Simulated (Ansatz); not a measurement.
# RbYbF3 (Pm-3m): phonons and vibrational spectra, part 2 of 3

Task: relax RbYbF3 (Pm-3m), then find its harmonic phonons.

Ansatz 0.2.0; DFT PBEsol+U, scalar-relativistic, plane waves, PAW.

So far: Set-up; Bringing the structure to rest. The relaxed cell has a = 4.541 Å (conventional setting).

## 3. Tight relaxation

Phonons need a cell at rest on their own settings, so the relaxation is repeated with tight tolerances on forces and stress on the k mesh and occupations of the first response run.

Contents of input.yaml:

```yaml
crystal:
  lattice:
    - [4.5412360167, 0.0, 0.0]
    - [0.0, 4.5412360167, 0.0]
    - [0.0, 0.0, 4.5412360167]
  atoms:
    - { symbol: Rb, position: [0.0, 0.0, 0.0] }
    - { symbol: Yb, position: [0.5, 0.5, 0.5] }
    - { symbol: F, position: [0.0, 0.5, 0.5] }
    - { symbol: F, position: [0.5, 0.0, 0.5] }
    - { symbol: F, position: [0.5, 0.5, 0.0] }
kpoints:
  mp_grid: { grid: [8, 8, 8] }
hamiltonian:
  xc: pbesol
  hubbard: { sites: [{ species: Yb, l: f, u_eff: 6.0 }] }
scf:
  occupations: { method: fixed }
output:
  forces: true
  stress: true
  eigenvalues: true
  write_density: true
  write_potential: true
  elf: true
  volumetric_format: npy
relax:
  adjacent_minimum: "off"
  f_tol: 0.001
  max_steps: 60
  cell: { stress_tol: 0.01 }
```

Run with:

```bash
$ ansatz run input.yaml --threads 8 --pin off --max-ram 14336MiB --backend cpu --events-out ev --progress --plain --runs-dir out
```

Numbers of over 12 decimals in the logs are rounded to 6 here.

Log:

```text
[...]
Crystal: 5 atoms, lattice volume = 93.653 Å³
Basis set: ecut = 420 eV, 1839 PW (Γ), exchange–correlation on 64×64×64 points (8 copies of the dense FFT grid, shifted against one another)
Bands: 33, of which v1, the nominal top of the filled ones, is band 27 counted from 1 (26 counted from 0)
Symmetry: 48 space group operations
[...]
k-points: 35 of 512
[...]
Occupation matrices written to <dir>
--- Relaxed structure (2 steps of the walk, 2 accepted, 1 SCFs on fresh bases) ---
[...]
cell:  # Å, volume = 93.6787 Å³
    - [4.541650, 0, 0]
    - [0, 4.541650, 0.0]
    - [0, 0.0, 4.541650]
  atoms:
    - { symbol: Rb, position: [0, 0, 0] }
    - { symbol: Yb, position: [0.5, 0.5, 0.5] }
    - { symbol: F, position: [0, 0.5, 0.5] }
    - { symbol: F, position: [0.5, 0, 0.5] }
    - { symbol: F, position: [0.5, 0.5, 0] }
[key lines of the parts left out:]
SCF converged after 7 iterations
Free energy (F): -19302.674283 eV
Fermi energy:    7.989228 eV
P = ⅓ Tr σ = 0.0016 GPa (0.016 kbar)
```

It took 3.3 s on 8 threads of Intel Xeon Platinum 8488C (Sapphire Rapids), shared host; peak memory 0.69 GiB.

Little changed from the start: no atom moved by 0.005 Å and no cell edge by 0.1 %.

Numbers from this step:

- pressure: 0.001590 GPa
- volume per atom: 18.74 Å³

ELF in the ac plane at fractional y = 0.500, with atoms of Yb and F within 0.2 Å of it. It is the smooth field of the valence electrons, not physical close to the nuclei.

Ten even steps from '_' (0.00) to '@' (0.80), each cell a mean:
```
______--##@@@@%%@@@@++..____
______..==%%@@@@@@**--______
....____..::--==--::______..
**++::____..::--::..____--++
@@%%++__::++##%%##==..::**@@
@@@@##..==%%@@@@@@##::--@@@@
**@@%%..++@@@@%%@@%%--==@@%%
%%@@%%..==@@@@@@@@##::--@@@@
@@@@**..::##@@@@%%++..::%%@@
##**--____::==++==::__..==##
--::______........______..--
________--**%%%%##++::______
______::**@@@@@@@@%%++..____
______--##@@%%**@@@@**..____
```
Columns run along a (4.5 Å), rows up along c (4.5 Å). Atoms in or near the plane, at fractional coordinates: Yb at (0.50, 0.50), F at (0.00, 0.50), F at (0.50, 0.00).

Electrostatic potential energy in the ac plane at fractional y = 0.500, with atoms of Yb and F within 0.2 Å of it. With pseudopotentials it is smooth inside the atoms' cores, unlike the true potential.

Ten even steps from '0' (-42 eV) to '9' (11 eV), each cell a mean:
```
99999621389999
99999965799999
99999999999999
99999876789999
79998533468998
24886200147973
02785100036951
13886200037962
57997421258996
99998765689999
99999988899999
99999987899999
99999732499999
99999510279999
```
Columns run along a (4.5 Å; values clipped at the 3rd and 97th percentile), rows up along c (4.5 Å). Atoms in or near the plane, at fractional coordinates: Yb at (0.50, 0.50), F at (0.00, 0.50), F at (0.50, 0.00).

Valence density in the ac plane at fractional y = 0.500, with atoms of Yb and F within 0.2 Å of it. It is the smooth field of the valence electrons, not physical close to the nuclei.

Ten steps, logarithmic in the rise over the least value, from '0' (0 e/Å³) to '9' (34 e/Å³), each cell a mean:
```
00001367520000
00000244310000
00000112100000
10000122100000
32101345420012
64212578741135
76313699852247
75212689742146
43101366531123
11000123210001
00000011100000
00000123210000
00001356420000
00001477631000
```
Columns run along a (4.5 Å), rows up along c (4.5 Å). Atoms in or near the plane, at fractional coordinates: Yb at (0.50, 0.50), F at (0.00, 0.50), F at (0.50, 0.00).

The forces vanish by symmetry and the pressure is 0.002 GPa, within the tolerances set. The cell now holds 18.74 Å³/atom.

## 4. Modes at Γ

The zone centre comes first: it holds the modes that light can see, as far as symmetry allows. The response to a homogeneous field gives the Born charges and the dielectric tensor.

Contents of input.yaml:

```yaml
crystal:
  lattice:
    - [4.5416503417, 0.0, 0.0]
    - [0.0, 4.5416503417, 0.0]
    - [0.0, 0.0, 4.5416503417]
  atoms:
    - { symbol: Rb, position: [0.0, 0.0, 0.0] }
    - { symbol: Yb, position: [0.5, 0.5, 0.5] }
    - { symbol: F, position: [0.0, 0.5, 0.5] }
    - { symbol: F, position: [0.5, 0.0, 0.5] }
    - { symbol: F, position: [0.5, 0.5, 0.0] }
kpoints:
  mp_grid: { grid: [8, 8, 8] }
hamiltonian:
  xc: pbesol
  hubbard: { sites: [{ species: Yb, l: f, u_eff: 6.0 }] }
scf:
  occupations: { method: fixed }
  convergence: { dr2_threshold: 1.0e-10 }
output:
  eigenvalues: true
phonons:
  method: dfpt
  dielectric: true
  rigid_motions: translations
```

Log:

```text
[...]
Crystal: 5 atoms, lattice volume = 93.679 Å³
Basis set: ecut = 420 eV, 1839 PW (Γ), exchange–correlation on 64×64×64 points (8 copies of the dense FFT grid, shifted against one another)
Bands: 33, of which v1, the nominal top of the filled ones, is band 27 counted from 1 (26 counted from 0)
Symmetry: 48 space group operations
k-points: 170 of 512 (irreducible under 2 space group operations, time reversal used)
[...]
SCF iter   1: F=—  HF=-19305.386694 eV  |F-HF|=—  |Δ(HF+E_count)|=         —  Δρ=9.74e-2  dr2=8.21e0  ethr=3.10e-3  ⟨swp⟩=5.8  Hψ=22664  notcnv=0  defer=527
[...]
SCF iter  13: F=-19302.674283 eV  HF=-19302.674283 eV  |F-HF|=6.18e-11  |Δ(HF+E_count)|=  2.55e-10  Δρ=1.69e-7  dr2=2.73e-11  ethr=1.00e-12  ⟨swp⟩=17.2  Hψ=49104  notcnv=0
SCF 1 converged in 13 iterations: F = -19302.674283 eV  dr2 = 2.73e-11
[...]
NSCF: frozen V_eff on 35 k-points
[...]
DFPT response loops at q = (0, 0, 0) (fractional): preconditioner auto → Resta (q_TF=auto, 2.489 Å⁻¹)  ε∞=7.6 (no band partly filled); β = 1.00, the filter's whole step (`scf.mixing.beta` (0.50) is not read by the response loops at its default; to damp them type it under 1.00, their step now; it binds the ground state too); Anderson in place of MSR1; while a model of the screening serves, it and β = 1 on shorter waves in the place of filter and β
DFPT response loops at Γ: preconditioner auto → Resta (q_TF=auto, 2.489 Å⁻¹)  ε∞=7.6 (no band partly filled); β = 1.00, the filter's whole step (`scf.mixing.beta` (0.50) is not read by the response loops at its default; to damp them type it under 1.00, their step now; it binds the ground state too); Broyden in place of MSR1
── the response to a field inside a basis, on 8×8×8 k-points: an SCF that follows is theirs, and a resumed run solves both again ──
Bands: 28, of which v1, the nominal top of the filled ones, is band 27 counted from 1 (26 counted from 0)
k-points: 20 of 512
[...]
Eigensolver: Dense (20 Hₖ)
SCF iter   1: F=—  HF=-19302.652918 eV  |F-HF|=—  |Δ(HF+E_count)|=         —  Δρ=4.63e-4  dr2=4.50e-5  ethr=1.00e-1
[...]
SCF iter   8: F=-19302.652907 eV  HF=-19302.652907 eV  |F-HF|=3.64e-12  |Δ(HF+E_count)|=  1.20e-10  Δρ=1.52e-7  dr2=6.01e-11  ethr=1.00e-12
SCF 1 converged in 8 iterations: F = -19302.652907 eV  dr2 = 6.01e-11
[...]
SCF converged after 13 iterations
Free energy (F): -19302.674283 eV
[...]
Internal energy: -19302.674283 eV  (E = F + TS)
E sigma→0 (E₀):  -19302.674283 eV
Fermi energy:    7.989222 eV
[...]
--- Band table (eV; the first three rows and the last of 170) ---
  k-point 0: bands = [... 23 lower, 7.8272, 7.9892, 7.9892, 7.9892, 9.0323, 11.8364, 11.8364, 12.3379, ... 2 higher]
  k-point 1: bands = [... 23 lower, 7.8266, 7.9609, 7.9821, 7.9821, 9.2611, 11.9525, 11.9693, 12.4156, ... 2 higher]
  k-point 2: bands = [... 23 lower, 7.8253, 7.9080, 7.9688, 7.9688, 9.8641, 12.2412, 12.2549, 12.6335, ... 2 higher]
  k-point 169: bands = [... 23 lower, 7.7228, 7.7820, 7.7820, 7.7820, 12.5727, 12.5727, 12.5727, 13.9373, ... 2 higher]
Occupation matrices written to <dir>
--- Phonons (Γ-DFPT): 4 representative perturbations + reference (Σ response iterations 28) ---
  k mesh reduced under 2 symmetry operations, with k and −k counted as one. Each operation leaves every solved perturbation unchanged. A smaller set is not considered because the run has a Hubbard term
  ASR residual: 9.526e-4 → 0.000e0 eV/Å²; symmetrization residual: 6.032e-8 eV/Å²
  ASR residual per site (eV/Å²): 2.91e-5 7.30e-4 9.53e-4 9.53e-4 9.53e-4
  Γ frequencies (cm⁻¹): -21.11 -21.11 -21.11 0.00 0.00 0.00 33.16 33.16 33.16 104.79 104.79 104.79 361.69 361.69 361.69
  ε∞ (high-frequency dielectric tensor):
        2.327508     0.000000     0.000000
        0.000000     2.327508     0.000000
        0.000000     0.000000     2.327508
  softest optical mode at Γ: -21.11 cm⁻¹; the repairs (sum rule, projections) moved no ω² at Γ by more than (3.69 cm⁻¹)²
  Born effective charges Z* (e; rows j = field, columns β = displacement):
    site 0:
         1.24755    0.00000    0.00000
         0.00000    1.24755    0.00000
         0.00000    0.00000    1.24755
    site 1:
         2.40858   -0.00000    0.00000
         0.00000    2.40858    0.00000
         0.00000    0.00000    2.40858
    site 2:
        -1.86937    0.00000    0.00000
         0.00000   -0.89338    0.00000
         0.00000    0.00000   -0.89338
    site 3:
        -0.89338   -0.00000    0.00000
        -0.00000   -1.86937    0.00000
         0.00000    0.00000   -0.89338
    site 4:
        -0.89338   -0.00000    0.00000
        -0.00000   -0.89338    0.00000
         0.00000    0.00000   -1.86937
  Z* charge neutrality: 6.280e-4 e pre-enforcement
  solved inside a basis spanned on kpoints, on 8×8×8 k-points, its susceptibility summed on 12×12×12: ε∞ is read to err by 4.4e-3, Z* by 2.5e-2 e (field_mesh: kpoints solves on kpoints); Z* is corrected for what the basis lacks
  optical modes at Γ without the LO–TO term, one row a degenerate level:
      ω (cm⁻¹)  modes    IR ((D/Å)²/amu)
        -21.11      3             5.7773
         33.16      3             0.0000
        104.79      3             3.9777
        361.69      3            12.3718
  optical modes at Γ + LO–TO along q̂ = [1.0000, 0.0000, 0.0000]:
      ω (cm⁻¹)  modes    IR ((D/Å)²/amu)
        -21.11      2             3.8515
         33.16      3             0.0000
         70.50      1             0.1018
        104.79      2             2.6518
        168.68      1             1.4841
        361.69      2             8.2479
        424.36      1             5.7897
  optical modes at Γ + LO–TO along q̂ = [0.0000, 1.0000, 0.0000]:
      ω (cm⁻¹)  modes    IR ((D/Å)²/amu)
        -21.11      2             3.8515
         33.16      3             0.0000
         70.50      1             0.1018
        104.79      2             2.6518
        168.68      1             1.4841
        361.69      2             8.2479
        424.36      1             5.7897
  optical modes at Γ + LO–TO along q̂ = [0.0000, 0.0000, 1.0000]:
      ω (cm⁻¹)  modes    IR ((D/Å)²/amu)
        -21.11      2             3.8515
         33.16      3             0.0000
         70.50      1             0.1018
        104.79      2             2.6518
        168.68      1             1.4841
        361.69      2             8.2479
        424.36      1             5.7897
```

It took 35 s on 8 threads; peak memory 2.8 GiB.

The column dr2 measures how far the density is from self-consistency, as an energy; F and HF (Harris–Foulkes) agree once it is small.

Numbers from this step:

- sum-rule residual before enforcement: 9.53e-4 eV/Å²
- miss of the charge sum rule: 6.28e-4 e
- estimated error of the dielectric tensor: 0.004434
- estimated error of the Born charges: 0.02484 e
- point group: m-3m
- highest optical mode at the zone centre (no LO-TO term): 361.7 cm⁻¹
- lowest optical zone-centre mode: -21.11 cm⁻¹
- mean high-frequency dielectric constant: 2.328
- largest Born charge (third of the trace): 2.409 e
- top of the zone-centre spectrum with the field: 424.4 cm⁻¹

Without the LO-TO term. Patterns of degenerate modes are one choice out of their space. The modes at Γ (shares of kinetic energy by element, %) (negative means imaginary):

```
mode  frequency (cm⁻¹)  symmetry  Rb %  Yb %  F %
   1             -21.1       T1u    58     5   37
   2             -21.1       T1u    58     5   37
   3             -21.1       T1u    58     5   37
   4               0.0  acoustic    27    55   18
   5               0.0  acoustic    27    55   18
   6               0.0  acoustic    27    55   18
   7              33.2       T2u     0     0  100
   8              33.2       T2u     0     0  100
   9              33.2       T2u     0     0  100
  10             104.8       T1u    15    34   51
  11             104.8       T1u    15    34   51
  12             104.8       T1u    15    34   51
  13             361.7       T1u     0     6   94
  14             361.7       T1u     0     6   94
  15             361.7       T1u     0     6   94
```

Displacements in mode 3 (-21.1 cm⁻¹), the largest set to 1:
```
Rb1  0.05 -0.47  0.85
Yb2 -0.01  0.09 -0.17
F3  -0.02  0.55 -1.00
F4  -0.06  0.16 -1.00
F5  -0.06  0.55 -0.29
```

Displacements in mode 7 (33.2 cm⁻¹), the largest set to 1:
```
Rb1  0.00  0.00  0.00
Yb2  0.00  0.00  0.00
F3   0.00  1.00 -0.10
F4  -0.14  0.00  0.10
F5   0.14 -1.00  0.00
```

Optical modes at the zone centre, without and with the macroscopic field of the longitudinal modes; each column is sorted by frequency, so a row need not hold one and the same mode. Modes with and without the field, by row:

```
rank among optical modes  no field (cm⁻¹)  q along (1, 0, 0) (cm⁻¹)
                       1            -21.1                     -21.1
                       2            -21.1                     -21.1
                       3            -21.1                      33.2
                       4             33.2                      33.2
                       5             33.2                      33.2
                       6             33.2                      70.5
                       7            104.8                     104.8
                       8            104.8                     104.8
                       9            104.8                     168.7
                      10            361.7                     361.7
                      11            361.7                     361.7
                      12            361.7                     424.4
```

Born charge (rows field, columns displacement) (e), principal values of the symmetric part by kind of site:

```
atom  atoms with these values    low  middle   high   mean
 Rb1                        1   1.25    1.25   1.25   1.25
 Yb2                        1   2.41    2.41   2.41   2.41
  F3                        3  -1.87   -0.89  -0.89  -1.22
```

In full for Rb1:

```
1.25 0.00 0.00
0.00 1.25 0.00
0.00 0.00 1.25
```

High-frequency dielectric tensor:

```
2.33 0.00 0.00
0.00 2.33 0.00
0.00 0.00 2.33
```

Transverse modes; imaginary modes are left out. Infrared lines, with heights relative to the strongest:

```
position (cm⁻¹)  label  relative intensity
             33    T2u                 0.0
            105    T1u                  32
            362    T1u                 100
```

Before it was imposed, the acoustic sum rule was missed by 9.5e-4 eV/Å² and the charge sum rule by 6.3e-4 e. Small misses are needed for a sound result but don't prove that mesh and cutoff are converged. The lowest optical mode is imaginary, 21.1i cm⁻¹, so the energy falls along it.

(Continued in part 3 of 3.)

[Logs are printed without paths, hosts, clocks, repeated set-up lines and the standing remarks that a program may print on its own settings, such as how far it seeks lower states.]

[Hosts, paths, dates, database ids (printed as entryN), source tags and the programs' standing remarks are cut or masked in the printed files.]
